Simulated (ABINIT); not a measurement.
# PbF2 (Fluorocronite): G0W0 with and without spin-orbit coupling

Is the spin-orbit change of the gap of PbF2 (Fluorocronite) the same in DFT and in GW?

Method: PBE and many-body steps on it, plane waves, in ABINIT 10.8.3.

Report form: the programs' logs are mostly left out.

The database entry behind the starting cell differs from later determinations by our own check (0.1 to 0.3 % short, probably kX units), so it need not match the best structure at ambient conditions.

## (1) The starting structure

Symmetry: Fm-3m, No. 225, cubic system. The conventional cell has a = 5.927 Å, b = 5.927 Å, c = 5.927 Å, α = 90.00°, β = 90.00°, γ = 90.00°. Nearest to Pb lie 8 F at 2.57 Å. F has 4 Pb at 2.57 Å nearest. Farther neighbours and most contacts between anions are not listed.

The cell and positions come from the Crystallography Open Database and are kept as given unless a step says otherwise. This is not the form that PbF2 usually takes at ambient conditions. Spin-orbit coupling is left out unless a step names it.

## (2) Empty states on the mesh, 4×4×4 mesh, 70 bands

This step: ABINIT 10.8.3; DFT, PBE, plane waves, norm-conserving pseudopotentials.

The sums over transitions need many empty states on a uniform mesh; this step solves for them.

run.abi reads:

```
acell 3*1.0 Angstrom
rprim 
  -0.000000000000 2.963660000000 2.963660000000
  2.963660000000 0.000000000000 2.963660000000
  2.963660000000 2.963660000000 -0.000000000000
ntypat 2
znucl 82 9
natom 3
typat 1 2 2
xred 
  0.000000000000 0.000000000000 0.000000000000
  0.250000000000 0.250000000000 0.250000000000
  0.750000000000 0.750000000000 0.750000000000
pp_dirpath "pseudos"
pseudos "Pb.upf, F.upf"
ecut 36
ngkpt 4 4 4
nshiftk 1
shiftk 0 0 0
kptopt 1
chksymbreak 0
iscf -2
irdden 1
istwfk *1
nband 70
nbdbuf 6
tolwfr 1e-09
nstep 60
prtvol 0
indata_prefix "in"
outdata_prefix "out"
tmpdata_prefix "tmp"
```

On the command line:

```bash
$ OMP_NUM_THREADS=1 mpirun -n 8 abinit run.abi > log
```

It took 8 s on 8 MPI ranks of Arm Neoverse V2, shared host; peak memory 0.54 GiB.

This step gave:

```yaml
gap: 4.443 eV
k_of_the_valence_top: -0.25, 0.5, 0.25
k_of_the_conduction_bottom: 0.5, 0.5, 0
least_direct_gap: 4.587 eV
k_points_computed: 8
lowest_point_of_the_top_converged_band_above_the_valence_top: 47.64 eV
```

On this mesh the gap is 4.443 eV.

The density comes from a self-consistent run that is not shown.

## (3) Screening, 4×4×4 mesh, 64 bands, screening to 119.7 eV

The RPA dielectric matrix is built and inverted for each q.

This step: RPA screening on PBE, plane waves, norm-conserving pseudopotentials.

run.abi: that of step 2 with these lines changed.

```diff
@@ -21,10 +21,11 @@
 chksymbreak 0
-iscf -2
-irdden 1
 istwfk *1
-nband 70
-nbdbuf 6
-tolwfr 1e-09
-nstep 60
-prtvol 0
+occopt 1
+irdwfk 1
+optdriver 3
+nband 64
+ecuteps 4.4
+inclvkb 0
+awtr 1
+symchi 1
 indata_prefix "in"
```

The job ended after 10 s (8 MPI ranks; peak memory 1.3 GiB).

This step gave:

```
ε∞ with local fields, on this mesh, along the program's q direction : 3.725
the same without local fields                                       : 4.265
plasma frequency                                                    : 30.88 eV
plane waves in the screening matrix                                 : 169
```

Local fields lower ε∞ by 13 %. On a Γ-centred mesh this coarse the value itself is usually too large, while a short band sum pulls it down.

## (4) Scalar-relativistic

The self-energy is evaluated for the states that the input lists, and the levels follow from it, in one-shot runs by the linearised quasiparticle equation.

This step: G0W0 on PBE, plane waves, norm-conserving pseudopotentials.

run.abi: that of step 3 with these lines changed.

```diff
@@ -24,8 +24,19 @@
 irdwfk 1
-optdriver 3
+optdriver 4
 nband 64
+gwcalctyp 0
+ecutsigx 36
+symsigma 1
+nkptgw 3
+kptgw 
+  -0.2500000000 0.5000000000 0.2500000000
+  0.5000000000 0.5000000000 0.0000000000
+  0.0000000000 0.0000000000 0.0000000000
+bdgw 
+  17 20
+  15 21
+  16 21
 ecuteps 4.4
-inclvkb 0
-awtr 1
-symchi 1
+irdscr 1
+ppmodel 1
 indata_prefix "in"
```

The job ended after 5.3 s (8 MPI ranks; peak memory 1.1 GiB; 41 s of CPU time).

Numbers from this step:

| Quantity | Value |
| --- | --- |
| G0W0 gap on the points computed | 6.151 eV |
| starting gap on the mesh | 4.443 eV |
| k of the valence top | -0.25, 0.5, 0.25 |
| k of the conduction bottom | 0.5, 0.5, 0 |
| Z at the valence top | 0.803 |
| Z at the conduction bottom | 0.862 |
| least direct G0W0 gap on the computed points | 6.353 eV |

The gap on the mesh goes from 4.44 eV to 6.15 eV, a correction of +1.71 eV.

## (5) Empty states on the mesh, 4×4×4 mesh, 140 bands

This step: DFT, PBE with spin-orbit coupling, plane waves, norm-conserving pseudopotentials.

run.abi: that of step 4 with these lines changed.

```diff
@@ -16,2 +16,3 @@
 ecut 36
+nspinor 2
 ngkpt 4 4 4
@@ -21,22 +22,10 @@
 chksymbreak 0
+iscf -2
+irdden 1
 istwfk *1
-occopt 1
-irdwfk 1
-optdriver 4
-nband 64
-gwcalctyp 0
-ecutsigx 36
-symsigma 1
-nkptgw 3
-kptgw 
-  -0.2500000000 0.5000000000 0.2500000000
-  0.5000000000 0.5000000000 0.0000000000
-  0.0000000000 0.0000000000 0.0000000000
-bdgw 
-  17 20
-  15 21
-  16 21
-ecuteps 4.4
-irdscr 1
-ppmodel 1
+nband 140
+nbdbuf 12
+tolwfr 1e-09
+nstep 60
+prtvol 0
 indata_prefix "in"
```

Elapsed: 43 s, on 8 MPI ranks; peak memory 0.75 GiB.

Numbers from this step:

| Property | Result |
| --- | --- |
| gap | 4.059 eV |
| k of the valence top | -0.25, 0.5, 0.25 |
| k of the conduction bottom | 0.5, 0.5, 0 |
| least direct gap | 4.199 eV |
| k points computed | 8 |
| lowest point of the top converged band, above the valence top | 47.41 eV |

On this mesh the gap is 4.059 eV.

The density comes from a self-consistent run that is not shown, made with spin-orbit coupling and fully relativistic files.

## (6) Screening, 4×4×4 mesh, 128 bands, screening to 119.7 eV

This step: RPA screening on PBE with spin-orbit coupling, plane waves, norm-conserving pseudopotentials.

run.abi: that of step 5 with these lines changed.

```diff
@@ -22,10 +22,11 @@
 chksymbreak 0
-iscf -2
-irdden 1
 istwfk *1
-nband 140
-nbdbuf 12
-tolwfr 1e-09
-nstep 60
-prtvol 0
+occopt 1
+irdwfk 1
+optdriver 3
+nband 128
+ecuteps 4.4
+inclvkb 0
+awtr 1
+symchi 1
 indata_prefix "in"
```

Wall time 89 s (8 MPI ranks); peak memory 3.5 GiB.

This step gave:

```
ε∞ with local fields, on this mesh, along the program's q direction : 3.932
the same without local fields                                       : 4.544
plasma frequency                                                    : 30.88 eV
plane waves in the screening matrix                                 : 169
```

## (7) With spin-orbit coupling

This step: G0W0 on PBE with spin-orbit coupling, plane waves, norm-conserving pseudopotentials.

run.abi: that of step 6 with these lines changed.

```diff
@@ -25,8 +25,19 @@
 irdwfk 1
-optdriver 3
+optdriver 4
 nband 128
+gwcalctyp 0
+ecutsigx 36
+symsigma 0
+nkptgw 3
+kptgw 
+  -0.2500000000 0.5000000000 0.2500000000
+  0.5000000000 0.5000000000 0.0000000000
+  0.0000000000 0.0000000000 0.0000000000
+bdgw 
+  33 40
+  33 40
+  33 42
 ecuteps 4.4
-inclvkb 0
-awtr 1
-symchi 1
+irdscr 1
+ppmodel 1
 indata_prefix "in"
```

It took 1.9 min on 8 MPI ranks; peak memory 2.8 GiB.

This step gave:

```
G0W0 gap on the points computed              : 5.822 eV
starting gap on the mesh                     : 4.059 eV
k of the valence top                         : -0.25, 0.5, 0.25
k of the conduction bottom                   : 0.5, 0.5, 0
Z at the valence top                         : 0.802
Z at the conduction bottom                   : 0.857
least direct G0W0 gap on the computed points : 6.019 eV
```

Against G0W0 in ABINIT (4×4×4 mesh, 64 bands, screening to 119.7 eV, Godby-Needs plasmon pole), the gap moves by −0.329 eV.

## (8) Side by side

Times are wall times on 8 MPI ranks of Arm Neoverse V2, shared host, good to a factor of about two. A run's time includes the screening step that it read.

| run | mesh | bands | screening cutoff (eV) | DFT gap (eV) | gap on the mesh (eV) | direct (eV) | ε∞ used | time |
| --- | --- | --- | --- | --- | --- | --- | --- | --- |
| scalar-relativistic | 4×4×4 | 64 | 119.7 | 4.443 | 6.151 | 6.353 | 3.73 | 15 s |
| with spin-orbit coupling | 4×4×4 | 128 | 119.7 | 4.059 | 5.822 | 6.019 | 3.93 | 3.4 min |

## (9) Summary of results

| Property | Result |
| --- | --- |
| scalar-relativistic | 6.151 eV |
| with spin-orbit coupling | 5.822 eV |
| known limits | not at the basis limit; screening head approximate; no spin-orbit coupling in some runs; coarse k mesh |

**Reading.** With spin-orbit coupling: −0.329 eV against scalar-relativistic, −0.384 eV of it in the start. Bands and cutoff are finite, so the gap is not at the basis limit. The miss can reach some tenths of an eV and take either sign; the mesh is an error of its own. In the G0W0 runs levels were corrected at 3 k points alone, so a gap called «on the mesh» is the least over those, and an edge elsewhere would be missed. The 4×4×4 mesh is coarse for this cell, which bears on the long-range parts of exchange and screening. Where an edge is built on 6p states of lead, bismuth or thallium, scalar-relativistic gaps usually stand too wide, by a few tenths to over one eV. The long-wavelength limit of the screening leaves out the non-local commutator, which shifts ε∞.

[Paths, hosts, dates, memory and timing lines, banners, echoed tables and standing remarks are left out of the program output.]

[Logs are printed without paths, hosts, clocks, repeated set-up lines and the standing remarks that a program may print on its own settings, such as how far it seeks lower states.]

[Runs of the session that timed out or met a known fault of the program may be left out.]

[Hosts, paths, dates, database ids (printed as entryN), source tags and the programs' standing remarks are cut or masked in the printed files.]

[G0W0 gaps are taken among the corrected bands and points alone; a level outside them can change the order at an edge.]

[Where Ansatz stands beside ABINIT at settings called matched, ABINIT's density can come from a denser mesh and the files from another edition; pairs whose starting gaps differed by over 0.03 eV were left out, so agreement reads better than it is.]
